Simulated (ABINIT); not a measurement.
**Quasiparticle gap of Ba2H3I (P-3m1) in ABINIT**

How does a plane-wave GW calculation on Ba2H3I (P-3m1) run from the first input to the gap?

Method: LDA and many-body steps on it, plane waves, in ABINIT 10.8.3.

The raw output is cut from this account; settings, times and results stay.

### 1. Starting point

The structure is trigonal, space group P-3m1 (No. 164). Conventional cell: a = 4.536 Å, b = 4.536 Å, c = 8.120 Å, α = 90.00°, β = 90.00°, γ = 120.00°. Ba has 7 H at 2.64 to 3.02 Å and 3 I at 3.66 Å nearest. H has 4 Ba at 2.64 to 2.67 Å nearest. H has 6 H at 2.87 Å and 6 Ba at 3.02 Å nearest. I has 6 Ba at 3.66 Å nearest. Farther neighbours, and contacts between anions beyond the nearest, are not listed.

The cell and positions are those that the Materials Project relaxed with its own functionals (PBE, PBE+U or r2SCAN), kept fixed.

### 2. Ground state

This step: ABINIT 10.8.3; DFT, LDA, plane waves, norm-conserving pseudopotentials.

The ground-state density comes first.

The input, run.abi:

```
acell 3*1.0 Angstrom
rprim 
  4.536403231722 0.000000000020 0.000000000000
  -2.268201615878 3.928640440471 0.000000000000
  0.000000000000 0.000000000000 8.119554120000
ntypat 3
znucl 56 1 53
natom 6
typat 1 1 2 2 2 3
xred 
  0.666666666667 0.333333333333 0.684719380000
  0.333333333333 0.666666666667 0.315280620000
  0.666666666667 0.333333333333 0.356100520000
  0.333333333333 0.666666666667 0.643899480000
  0.000000000000 0.000000000000 0.500000000000
  0.000000000000 0.000000000000 0.000000000000
pp_dirpath "pseudos"
pseudos "Ba.upf, H.upf, I.upf"
ecut 31
ngkpt 6 6 4
nshiftk 1
shiftk 0 0 0
kptopt 1
chksymbreak 0
nband 22
occopt 1
tolvrs 1e-10
nstep 60
prtwf 0
optforces 0
optstress 0
indata_prefix "in"
outdata_prefix "out"
tmpdata_prefix "tmp"
```

Launch:

```
$ OMP_NUM_THREADS=1 mpirun -n 4 abinit run.abi > log
```

Elapsed: 51 s, on 4 MPI ranks of Arm Neoverse V1, shared host; peak memory 0.44 GiB.

Read from the output:

| Property | Result |
| --- | --- |
| total energy | -1939.4861 eV |
| gap | 1.962 eV |
| k of the valence top | 0, 0, 0.5 |
| k of the conduction bottom | 0.5, 0, 0.5 |
| least direct gap | 2.324 eV |

The gap is indirect, with the least direct gap 0.36 eV higher.

### 3. Bands along the symmetry lines

Levels along a band path, at the cheap level, show where the edges lie and whether the meshes to come will hold them.

The input, run.abi:

```
acell 3*1.0 Angstrom
rprim 
  4.536403231722 0.000000000020 0.000000000000
  -2.268201615878 3.928640440471 0.000000000000
  0.000000000000 0.000000000000 8.119554120000
ntypat 3
znucl 56 1 53
natom 6
typat 1 1 2 2 2 3
xred 
  0.666666666667 0.333333333333 0.684719380000
  0.333333333333 0.666666666667 0.315280620000
  0.666666666667 0.333333333333 0.356100520000
  0.333333333333 0.666666666667 0.643899480000
  0.000000000000 0.000000000000 0.500000000000
  0.000000000000 0.000000000000 0.000000000000
pp_dirpath "pseudos"
pseudos "Ba.upf, H.upf, I.upf"
ecut 31
iscf -2
irdden 1
kptopt 0
nkpt 75
kpt 
  0.00000000 0.00000000 0.00000000
  0.06250000 0.00000000 0.00000000
  0.12500000 0.00000000 0.00000000
  0.18750000 0.00000000 0.00000000
  0.25000000 0.00000000 0.00000000
  0.31250000 0.00000000 0.00000000
  0.37500000 0.00000000 0.00000000
  0.43750000 0.00000000 0.00000000
  0.50000000 0.00000000 0.00000000
  0.47916667 0.04166667 0.00000000
  0.45833333 0.08333333 0.00000000
  0.43750000 0.12500000 0.00000000
  0.41666666 0.16666666 0.00000000
  0.39583333 0.20833333 0.00000000
  0.37500000 0.25000000 0.00000000
  0.35416666 0.29166666 0.00000000
  0.33333333 0.33333333 0.00000000
  0.29166666 0.29166666 0.00000000
  0.25000000 0.25000000 0.00000000
  0.20833333 0.20833333 0.00000000
  0.16666666 0.16666666 0.00000000
  0.12500000 0.12500000 0.00000000
  0.08333333 0.08333333 0.00000000
  0.04166667 0.04166667 0.00000000
  0.00000000 0.00000000 0.00000000
  0.00000000 0.00000000 0.06250000
  0.00000000 0.00000000 0.12500000
  0.00000000 0.00000000 0.18750000
  0.00000000 0.00000000 0.25000000
  0.00000000 0.00000000 0.31250000
  0.00000000 0.00000000 0.37500000
  0.00000000 0.00000000 0.43750000
  0.00000000 0.00000000 0.50000000
  0.06250000 0.00000000 0.50000000
  0.12500000 0.00000000 0.50000000
  0.18750000 0.00000000 0.50000000
  0.25000000 0.00000000 0.50000000
  0.31250000 0.00000000 0.50000000
  0.37500000 0.00000000 0.50000000
  0.43750000 0.00000000 0.50000000
  0.50000000 0.00000000 0.50000000
  0.47916667 0.04166667 0.50000000
  0.45833333 0.08333333 0.50000000
  0.43750000 0.12500000 0.50000000
  0.41666666 0.16666666 0.50000000
  0.39583333 0.20833333 0.50000000
  0.37500000 0.25000000 0.50000000
  0.35416666 0.29166666 0.50000000
  0.33333333 0.33333333 0.50000000
  0.29166666 0.29166666 0.50000000
  0.25000000 0.25000000 0.50000000
  0.20833333 0.20833333 0.50000000
  0.16666666 0.16666666 0.50000000
  0.12500000 0.12500000 0.50000000
  0.08333333 0.08333333 0.50000000
  0.04166667 0.04166667 0.50000000
  0.00000000 0.00000000 0.50000000
  0.50000000 0.00000000 0.50000000
  0.50000000 0.00000000 0.43750000
  0.50000000 0.00000000 0.37500000
  0.50000000 0.00000000 0.31250000
  0.50000000 0.00000000 0.25000000
  0.50000000 0.00000000 0.18750000
  0.50000000 0.00000000 0.12500000
  0.50000000 0.00000000 0.06250000
  0.50000000 -0.00000000 0.00000000
  0.33333333 0.33333333 0.50000000
  0.33333333 0.33333333 0.43750000
  0.33333333 0.33333333 0.37500000
  0.33333333 0.33333333 0.31250000
  0.33333333 0.33333333 0.25000000
  0.33333333 0.33333333 0.18750000
  0.33333333 0.33333333 0.12500000
  0.33333333 0.33333333 0.06250000
  0.33333333 0.33333333 0.00000000
istwfk *1
nband 22
nbdbuf 2
tolwfr 1e-08
nstep 40
prtwf 0
prtvol 0
indata_prefix "in"
outdata_prefix "out"
tmpdata_prefix "tmp"
```

It took 74 s on 4 MPI ranks; peak memory 0.5 GiB.

Numbers from this step:

```yaml
gap: 1.962 eV
k_of_the_valence_top: 0, 0, 0.5
k_of_the_conduction_bottom: 0.5, 0, 0.5
least_direct_gap: 2.324 eV
```

The gap is 1.962 eV, as in the run before at this level.

The electronic bands at the labelled points (eV, zero at the top of the highest filled band):

| point | band 12 | band 13 | band 14 | band 15 | band 16 | band 17 | band 18 | band 19 |
| --- | --- | --- | --- | --- | --- | --- | --- | --- |
| Γ | -2.39 | -2.39 | -2.23 | -0.05 | 2.42 | 2.50 | 2.50 | 2.59 |
| halfway | -2.65 | -2.58 | -2.27 | -1.13 | 2.83 | 2.85 | 3.03 | 3.15 |
| M | -2.76 | -2.33 | -1.93 | -1.77 | 2.57 | 3.04 | 3.22 | 3.58 |
| halfway | -3.04 | -2.15 | -1.94 | -1.81 | 2.33 | 2.80 | 2.92 | 3.77 |
| K | -3.26 | -2.03 | -1.87 | -1.87 | 2.26 | 2.26 | 2.91 | 4.17 |
| halfway | -2.72 | -2.54 | -2.25 | -1.32 | 2.74 | 2.86 | 3.04 | 3.06 |
| Γ | -2.39 | -2.39 | -2.23 | -0.05 | 2.42 | 2.50 | 2.50 | 2.59 |
| halfway | -2.40 | -2.40 | -2.25 | -0.03 | 2.40 | 2.40 | 2.47 | 2.81 |
| A | -2.41 | -2.41 | -2.31 | 0.00 | 2.32 | 2.32 | 2.44 | 3.11 |
| halfway | -2.57 | -2.48 | -2.28 | -1.23 | 2.12 | 2.56 | 2.85 | 3.43 |
| L | -2.73 | -2.19 | -2.11 | -1.90 | 1.96 | 2.69 | 2.86 | 4.34 |
| halfway | -3.06 | -2.07 | -2.05 | -1.94 | 2.48 | 2.76 | 2.87 | 4.21 |
| H | -3.30 | -2.02 | -1.94 | -1.94 | 2.92 | 2.92 | 3.09 | 4.33 |
| halfway | -2.81 | -2.40 | -2.22 | -1.41 | 1.99 | 2.97 | 2.99 | 3.27 |
| A | -2.41 | -2.41 | -2.31 | 0.00 | 2.32 | 2.32 | 2.44 | 3.11 |
| jump to L | -2.73 | -2.19 | -2.11 | -1.90 | 1.96 | 2.69 | 2.86 | 4.34 |
| halfway | -2.74 | -2.29 | -1.94 | -1.89 | 2.24 | 2.90 | 2.93 | 3.73 |
| M | -2.76 | -2.33 | -1.93 | -1.77 | 2.57 | 3.04 | 3.22 | 3.58 |
| jump to H | -3.30 | -2.02 | -1.94 | -1.94 | 2.92 | 2.92 | 3.09 | 4.33 |
| halfway | -3.28 | -2.02 | -1.91 | -1.91 | 2.54 | 2.54 | 3.01 | 4.15 |
| K | -3.26 | -2.03 | -1.87 | -1.87 | 2.26 | 2.26 | 2.91 | 4.17 |

### 4. Empty states on the mesh, 3×3×1 mesh, 80 bands

The sums over transitions need many empty states on a uniform mesh; this step solves for them.

The input, run.abi:

```
acell 3*1.0 Angstrom
rprim 
  4.536403231722 0.000000000020 0.000000000000
  -2.268201615878 3.928640440471 0.000000000000
  0.000000000000 0.000000000000 8.119554120000
ntypat 3
znucl 56 1 53
natom 6
typat 1 1 2 2 2 3
xred 
  0.666666666667 0.333333333333 0.684719380000
  0.333333333333 0.666666666667 0.315280620000
  0.666666666667 0.333333333333 0.356100520000
  0.333333333333 0.666666666667 0.643899480000
  0.000000000000 0.000000000000 0.500000000000
  0.000000000000 0.000000000000 0.000000000000
pp_dirpath "pseudos"
pseudos "Ba.upf, H.upf, I.upf"
ecut 31
ngkpt 3 3 1
nshiftk 1
shiftk 0 0 0
kptopt 1
chksymbreak 0
iscf -2
irdden 1
istwfk *1
nband 80
nbdbuf 6
tolwfr 1e-09
nstep 60
prtvol 0
indata_prefix "in"
outdata_prefix "out"
tmpdata_prefix "tmp"
```

The job ended after 24 s (4 MPI ranks; peak memory 0.34 GiB; 94 s of CPU time).

Numbers from this step:

* gap: 2.309 eV
* k of the valence top: 0, 0, 0
* k of the conduction bottom: 0.3333, 0.3333, 0
* least direct gap: 2.472 eV
* k points computed: 3
* lowest point of the top converged band, above the valence top: 25.89 eV

On this mesh the gap is 2.309 eV. The earlier step found 1.962 eV, so this mesh misses an edge.

### 5. Screening, 3×3×1 mesh, 74 bands, screening to 87.1 eV

The RPA dielectric matrix is built and inverted for each q.

This step: RPA screening on LDA, plane waves, norm-conserving pseudopotentials.

Changes to run.abi since step 4:

```diff
@@ -24,10 +24,11 @@
 chksymbreak 0
-iscf -2
-irdden 1
 istwfk *1
-nband 80
-nbdbuf 6
-tolwfr 1e-09
-nstep 60
-prtvol 0
+occopt 1
+irdwfk 1
+optdriver 3
+nband 74
+ecuteps 3.2
+inclvkb 2
+awtr 1
+symchi 1
 indata_prefix "in"
```

It took 8.9 s on 4 MPI ranks; peak memory 0.71 GiB; 35 s of CPU time.

Read from the output:

| Quantity | Value |
| --- | --- |
| ε∞ with local fields, on this mesh | 4.951 |
| ε∞ without local fields, on this mesh | 5.665 |
| plasma frequency | 16.91 eV |
| plane waves in the screening matrix | 259 |

Local fields lower ε∞ by 13 %. On a Γ-centred mesh this coarse the value itself is usually too large, while a short band sum pulls it down.

### 6. Self-energy, 3×3×1 mesh, 74 bands, screening to 87.1 eV

The self-energy is evaluated for the states that the input lists, and the quasiparticle equation is solved.

This step: G0W0 on LDA, plane waves, norm-conserving pseudopotentials.

Changes to run.abi since step 5:

```diff
@@ -27,8 +27,17 @@
 irdwfk 1
-optdriver 3
+optdriver 4
 nband 74
+gwcalctyp 0
+ecutsigx 31
+symsigma 1
+nkptgw 2
+kptgw 
+  0.0000000000 0.0000000000 0.0000000000
+  0.3333333333 0.3333333333 0.0000000000
+bdgw 
+  14 18
+  14 17
 ecuteps 3.2
-inclvkb 2
-awtr 1
-symchi 1
+irdscr 1
+ppmodel 1
 indata_prefix "in"
```

It took 5.8 s on 4 MPI ranks; peak memory 0.48 GiB.

Read from the output:

```
G0W0 gap on the mesh                         : 3.884 eV
starting gap on the mesh                     : 2.309 eV
k of the valence top                         : 0, 0, 0
k of the conduction bottom                   : 0.3333, 0.3333, 0
Z at the valence top                         : 0.778
Z at the conduction bottom                   : 0.819
least direct G0W0 gap on the computed points : 3.954 eV
```

The gap on the mesh goes from 2.31 eV to 3.88 eV, a correction of +1.58 eV. The start differs from the 1.96 eV found before because the two sample other k points.

Limits: finite bands, cutoff and mesh; no spin-orbit coupling; coarse k mesh. v1 is the top filled band, c1 the lowest empty one. The levels before and after the correction (eV, zero at the valence-band top of each column):

|  | conduction bottom | valence top |
| --- | --- | --- |
| Kohn-Sham | 2.31 | 0.00 |
| G0W0 | 3.88 | 0.00 |

|  | level | energy (eV) |
| --- | --- | --- |
| Kohn-Sham | Γ v2 | -2.177 |
| Kohn-Sham | Γ v1 | 0.000 |
| Kohn-Sham | Γ c1 | 2.472 |
| Kohn-Sham | Γ c2-c3 | 2.550 |
| Kohn-Sham | (0.333 0.333 0) v2-v1 | -1.818 |
| Kohn-Sham | (0.333 0.333 0) c1-c2 | 2.309 |
| G0W0 | Γ v2 | -2.249 |
| G0W0 | Γ v1 | 0.000 |
| G0W0 | Γ c1 | 3.954 |
| G0W0 | Γ c2-c3 | 4.252 |
| G0W0 | (0.333 0.333 0) v2-v1 | -1.909 |
| G0W0 | (0.333 0.333 0) c1-c2 | 3.884 |

### 7. Where the time went

Times are wall times on 4 MPI ranks of Arm Neoverse V1, shared host, good to a factor of about two.

| step | time | share | memory (GiB) |
| --- | --- | --- | --- |
| ground state | 51 s | 31 % | 0.44 |
| bands along the symmetry lines | 74 s | 45 % | 0.5 |
| empty states on the mesh | 24 s | 15 % | 0.34 |
| screening | 8.9 s | 5 % | 0.71 |
| self-energy | 5.8 s | 4 % | 0.48 |

### 8. Results

* LDA gap: 1.96 eV, indirect
* G0W0 gap on the mesh: 3.88 eV
* G0W0 gap over the zone (rigid shift): 3.54 eV
* GW settings: 3×3×1 mesh, 74 bands, screening to 87.1 eV, Godby-Needs plasmon pole
* known limits: short of the basis limit; no spin-orbit coupling; coarse k mesh

What this shows: G0W0 moves the gap on the mesh from 2.31 eV to 3.88 eV (+1.58 eV), with Z of 0.78 and 0.82 at the edges. The mesh misses the band edges by 0.35 eV in all; a rigid shift gives 3.54 eV for the zone. Local fields lower the RPA ε∞ on this mesh from 5.67 to 4.95; a Γ-centred mesh this coarse tends to raise both, most where the direct gap is narrow, while a short band sum lowers them. Bands and cutoff are finite, so the gap stands short of the basis limit, usually by up to a few tenths of an eV; the mesh is an error of its own. The 3×3×1 mesh is coarse for this cell, which bears on the long-range parts of exchange and screening. The many-body steps are scalar-relativistic: spin-orbit coupling is not in them.

[Long decimals in the printed logs are rounded to 6 places.]

[Logs are printed without paths, hosts, clocks, repeated set-up lines and the standing remarks that a program may print on its own settings, such as how far it seeks lower states.]

[Paths, hosts, dates, memory and timing lines, banners, echoed tables and standing remarks are left out of the program output; an Ansatz launch command may be rebuilt from the run's recorded settings. Measured values are a selection of at most five: reports struck by readers or far from the other reports are left out. None is set beside runs whose start may be inverted or whose files or cutoffs have a known fault.]

[Runs of the session that timed out or met a known fault of the program may be left out.]

[Hosts, paths, dates, database ids (printed as entryN), source tags and the programs' standing remarks are cut or masked in the printed files.]

[G0W0 gaps are taken among the corrected bands and points alone; a level outside them can change the order at an edge.]

[Where Ansatz stands beside ABINIT at settings called matched, ABINIT's density can come from a denser mesh and the files from another edition; pairs whose starting gaps differed by over 0.03 eV were left out, so agreement reads better than it is.]
